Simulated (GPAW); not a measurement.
# How the form of the self-energy moves the gap of InHO2 (Pmn2_1)

How much does the gap of InHO2 (Pmn2_1) depend on the approximation to the self-energy?

Program: GPAW 26.7.0. Level of theory: LDA and many-body steps on it, plane waves. Results are calculated unless marked as measured.

Report form: the programs' logs are mostly left out.

### Step 1. Set-up

Symmetry: Pmn2_1, No. 31, orthorhombic system. Conventional cell: a = 3.270 Å, b = 4.560 Å, c = 5.260 Å, α = 90.00°, β = 90.00°, γ = 90.00°. Nearest to In lie 6 O at 2.14 to 2.22 Å. Nearest to H lie 1 O at 1.08 Å. O has 1 H at 1.08 Å and 3 In at 2.20 to 2.22 Å nearest. O has 1 H at 1.47 Å and 3 In at 2.14 Å nearest. Farther neighbours and most contacts between anions are not listed.

Coordinates:

```cif
data_structure
_symmetry_space_group_name_H-M 'P 1'
_symmetry_Int_Tables_number 1
_cell_length_a 3.2700
_cell_length_b 4.5600
_cell_length_c 5.2600
_cell_angle_alpha 90.000
_cell_angle_beta 90.000
_cell_angle_gamma 90.000
_cell_volume 78.43
loop_
_atom_site_label
_atom_site_type_symbol
_atom_site_fract_x
_atom_site_fract_y
_atom_site_fract_z
_atom_site_occupancy
In1 In 0.00000 0.73562 0.00000 1
In2 In 0.50000 0.26438 0.50000 1
H3 H 0.00000 0.78700 0.48000 1
H4 H 0.50000 0.21300 0.98000 1
O5 O 0.00000 0.98200 0.36400 1
O6 O 0.50000 0.01800 0.86400 1
O7 O 0.00000 0.52200 0.63800 1
O8 O 0.50000 0.47800 0.13800 1
```

The cell and positions come from the Crystallography Open Database and are kept as given unless a step says otherwise.

### Step 2. Empty states on the mesh, 4×2×2 mesh, 188 bands

This step: GPAW 26.7.0; DFT, LDA, plane waves, PAW.

The sums over transitions need many empty states on a uniform mesh; this step solves for them.

File run.py:

```python
import json
import numpy as np
from gpaw.mpi import world
from gpaw import GPAW

calc = GPAW('gs.gpw').fixed_density(kpts={'size': (4, 2, 2), 'gamma': True},
    parallel={'domain': 1, 'band': 1},
    txt='nscf.txt')
calc.diagonalize_full_hamiltonian(nbands=188)
calc.write('full.gpw', mode='all')
res = {}
kpts = calc.get_ibz_k_points()
res['kpts'] = kpts
res['eigenvalues'] = [calc.get_eigenvalues(kpt=k) for k in range(len(kpts))]
res['n_electrons'] = calc.get_number_of_electrons()

if world.rank == 0:
    with open('result.json', 'w') as f:
        json.dump(res, f, default=lambda x: x.tolist())
```

Command:

```bash
$ mpirun -n 4 gpaw python run.py
```

Wall time 58 s (4 MPI ranks of Arm Neoverse V2, shared host); peak memory 2.9 GiB; 3.9 min of CPU time.

This step gave:

```
gap                                                           : 2.043 eV
k of the valence top                                          : 0, 0, 0
k of the conduction bottom                                    : 0, 0, 0
least direct gap                                              : 2.043 eV
k points computed                                             : 12
lowest point of the top converged band, above the valence top : 83.9356 eV
```

On this mesh the gap is 2.043 eV.

### Step 3. G0W0, Godby-Needs plasmon pole

G0W0 replaces the xc potential by the self-energy, built once from these orbitals. Only a window of levels is corrected, while the sums run over the empty bands that the input names.

This step: G0W0 on LDA, plane waves, PAW.

File run.py:

```python
import json
import numpy as np
from gpaw.mpi import world
from gpaw.response.g0w0 import G0W0

gw = G0W0('full.gpw',
    filename='gw',
    kpts=[0],
    bands=(24, 28),
    ecut=60,
    nbands=82,
    integrate_gamma='WS',
    ppa=True)
gw.calculate()
res = {mode: {k: v for k, v in r.items() if k != 'sigma_eskwn'}
       for mode, r in gw.all_results.items()}

if world.rank == 0:
    with open('result.json', 'w') as f:
        json.dump(res, f, default=lambda x: x.tolist())
```

Command:

```bash
$ mpirun -n 4 gpaw python run.py
```

It took 17 s on 4 MPI ranks; peak memory 1.2 GiB; 68 s of CPU time.

This step gave:

```yaml
g0w0_gap_on_the_points_computed: 3.566 eV
least_direct_g0w0_gap_on_the_computed_points: 3.566 eV
z_at_the_valence_top: 0.7882
z_at_the_conduction_bottom: 0.8402
starting_gap_on_the_mesh: 2.043 eV
k_of_the_valence_top: 0, 0, 0
k_of_the_conduction_bottom: 0, 0, 0
```

The gap on the mesh goes from 2.04 eV to 3.57 eV, a correction of +1.52 eV.

### Step 4. One-shot HSE06

This step: one-shot HSE06 levels on LDA orbitals, plane waves, PAW.

File run.py:

```python
import json
import numpy as np
from gpaw.mpi import world
from gpaw.hybrids.eigenvalues import non_self_consistent_eigenvalues

dft, vxc, vxc_hyb = non_self_consistent_eigenvalues('full.gpw', 'HSE06', 24, 28, kpt_indices=[0])
res = {'dft': dft[0], 'hybrid': (dft - vxc + vxc_hyb)[0]}
if world.rank == 0:
    with open('hybrid.txt', 'w') as f:
        for k, e0, e1 in zip([0], res['dft'], res['hybrid']):
            print(k, ' '.join(f'{x:9.4f}' for x in e0), '|', ' '.join(f'{x:9.4f}' for x in e1), file=f)

if world.rank == 0:
    with open('result.json', 'w') as f:
        json.dump(res, f, default=lambda x: x.tolist())
```

Command:

```bash
$ mpirun -n 4 gpaw python run.py
```

Wall time 2.8 s (4 MPI ranks); peak memory 0.81 GiB.

This step gave:

| Property | Result |
| --- | --- |
| starting gap on the mesh | 2.043 eV |
| hybrid gap on the mesh | 3.822 eV |
| least direct hybrid gap on the computed points | 3.822 eV |

### Step 5. G0W0, extrapolated in the cutoff

This step: G0W0 on LDA, plane waves, PAW.

File run.py:

```python
import json
import numpy as np
from gpaw.mpi import world
from gpaw.response.g0w0 import G0W0

gw = G0W0('full.gpw',
    filename='gw',
    kpts=[0],
    bands=(24, 28),
    ecut=100.0,
    integrate_gamma='WS',
    ppa=True,
    ecut_extrapolation=True)
gw.calculate()
res = {mode: {k: v for k, v in r.items() if k != 'sigma_eskwn'}
       for mode, r in gw.all_results.items()}

if world.rank == 0:
    with open('result.json', 'w') as f:
        json.dump(res, f, default=lambda x: x.tolist())
```

Command:

```bash
$ mpirun -n 4 gpaw python run.py
```

Wall time 52 s (4 MPI ranks); peak memory 1.4 GiB; 3.5 min of CPU time.

Numbers from this step:

```
quasiparticle gap on the points computed              : 3.579 eV
least direct quasiparticle gap on the computed points : 3.579 eV
Z at the valence top                                  : 0.7772
Z at the conduction bottom                            : 0.8292
starting gap on the mesh                              : 2.043 eV
k of the valence top                                  : 0, 0, 0
k of the conduction bottom                            : 0, 0, 0
gaps at the cutoffs of the extrapolation              : 3.538, 3.544, 3.546 eV
```

Against G0W0 in GPAW (4×2×2 mesh, 82 bands, screening to 60 eV, Godby-Needs plasmon pole), the gap moves by +0.013 eV.

### Step 6. One-shot Hartree-Fock

This step: one-shot Hartree-Fock levels on LDA orbitals, plane waves, PAW.

File run.py:

```python
import json
import numpy as np
from gpaw.mpi import world
from gpaw.hybrids.eigenvalues import non_self_consistent_eigenvalues

dft, vxc, vxc_hyb = non_self_consistent_eigenvalues('full.gpw', 'EXX', 24, 28, kpt_indices=[0])
res = {'dft': dft[0], 'hybrid': (dft - vxc + vxc_hyb)[0]}
if world.rank == 0:
    with open('hybrid.txt', 'w') as f:
        for k, e0, e1 in zip([0], res['dft'], res['hybrid']):
            print(k, ' '.join(f'{x:9.4f}' for x in e0), '|', ' '.join(f'{x:9.4f}' for x in e1), file=f)

if world.rank == 0:
    with open('result.json', 'w') as f:
        json.dump(res, f, default=lambda x: x.tolist())
```

Command:

```bash
$ mpirun -n 4 gpaw python run.py
```

Elapsed: 2.4 s, on 4 MPI ranks; peak memory 0.88 GiB; 9.1 s of CPU time.

Numbers from this step:

```yaml
starting_gap_on_the_mesh: 2.043 eV
hybrid_gap_on_the_mesh: 11.49 eV
least_direct_hybrid_gap_on_the_computed_points: 11.49 eV
```

### Step 7. G0W0, full frequency, Hilbert transform

This step: G0W0 on LDA, plane waves, PAW.

File run.py:

```python
import json
import numpy as np
from gpaw.mpi import world
from gpaw.response.g0w0 import G0W0

gw = G0W0('full.gpw',
    filename='gw',
    kpts=[0],
    bands=(24, 28),
    ecut=60,
    nbands=82,
    integrate_gamma='WS',
    frequencies={'type': 'nonlinear', 'domega0': 0.1, 'omega2': 15.0},
    eta=0.1,
    nblocksmax=True)
gw.calculate()
res = {mode: {k: v for k, v in r.items() if k != 'sigma_eskwn'}
       for mode, r in gw.all_results.items()}

if world.rank == 0:
    with open('result.json', 'w') as f:
        json.dump(res, f, default=lambda x: x.tolist())
```

Command:

```bash
$ mpirun -n 4 gpaw python run.py
```

Wall time 27 s (4 MPI ranks); peak memory 1.2 GiB; 1.8 min of CPU time.

Numbers from this step:

```yaml
g0w0_gap_on_the_points_computed: 3.527 eV
least_direct_g0w0_gap_on_the_computed_points: 3.527 eV
starting_gap_on_the_mesh: 2.043 eV
k_of_the_valence_top: 0, 0, 0
k_of_the_conduction_bottom: 0, 0, 0
```

Against G0W0 in GPAW (4×2×2 mesh, 82 bands, screening to 60 eV, Godby-Needs plasmon pole), the gap moves by −0.039 eV.

### Step 8. The runs together

Times are wall times on 4 MPI ranks of Arm Neoverse V2, shared host, good to a factor of about two.

```
                                    run   mesh  bands  screening cutoff (eV)  DFT gap (eV)  gap on the mesh (eV)  direct (eV)   time
         G0W0, Godby-Needs plasmon pole  4×2×2     82                     60         2.043                 3.566        3.566   17 s
                         one-shot HSE06  4×2×2      -                      -         2.043                 3.822        3.822  2.8 s
       G0W0, extrapolated in the cutoff  4×2×2      -                    100         2.043                 3.579        3.579   52 s
                  one-shot Hartree-Fock  4×2×2      -                      -         2.043                11.487       11.487  2.4 s
G0W0, full frequency, Hilbert transform  4×2×2     82                     60         2.043                 3.527        3.527   27 s
```

### Step 9. Summary of results

| Item | Value |
| --- | --- |
| G0W0, Godby-Needs plasmon pole | 3.566 eV |
| one-shot HSE06 | 3.822 eV |
| G0W0, extrapolated in the cutoff | 3.579 eV |
| one-shot Hartree-Fock | 11.487 eV |
| G0W0, full frequency, Hilbert transform | 3.527 eV |
| known limits | not at the basis limit; no spin-orbit coupling; coarse k mesh |

One-shot HSE06: +0.256 eV against G0W0, Godby-Needs plasmon pole. G0W0, extrapolated in the cutoff: +0.013 eV against G0W0, Godby-Needs plasmon pole, at other bands or cutoff, so not like for like. One-shot Hartree-Fock: +7.922 eV against G0W0, Godby-Needs plasmon pole. G0W0, full frequency, Hilbert transform: −0.039 eV against G0W0, Godby-Needs plasmon pole. Bare exchange alone opens the gap to 11.49 eV; against G0W0, correlation takes back 7.92 eV. One-shot hybrid levels are evaluated on the LDA orbitals. Bands and cutoff are finite, so the gap is not at the basis limit. The miss can reach some tenths of an eV and take either sign; the mesh is an error of its own. These stock PAW sets were not made for GW. In the G0W0 runs levels were corrected at 1 k point alone, so a gap called «on the mesh» is the least over those, and an edge elsewhere would be missed. The program warns of a poor linear fit in the extrapolation of some level, so the extrapolated values are rough. The 4×2×2 mesh is coarse for this cell, which bears on the long-range parts of exchange and screening. The many-body steps are scalar-relativistic: spin-orbit coupling is not in them.

[Paths, hosts, dates, memory and timing lines, banners, echoed tables and standing remarks are left out of the program output.]

[Logs are printed without paths, hosts, clocks, repeated set-up lines and the standing remarks that a program may print on its own settings, such as how far it seeks lower states.]

[Runs of the session that timed out or met a known fault of the program may be left out.]

[Hosts, paths, dates, database ids (printed as entryN), source tags and the programs' standing remarks are cut or masked in the printed files.]
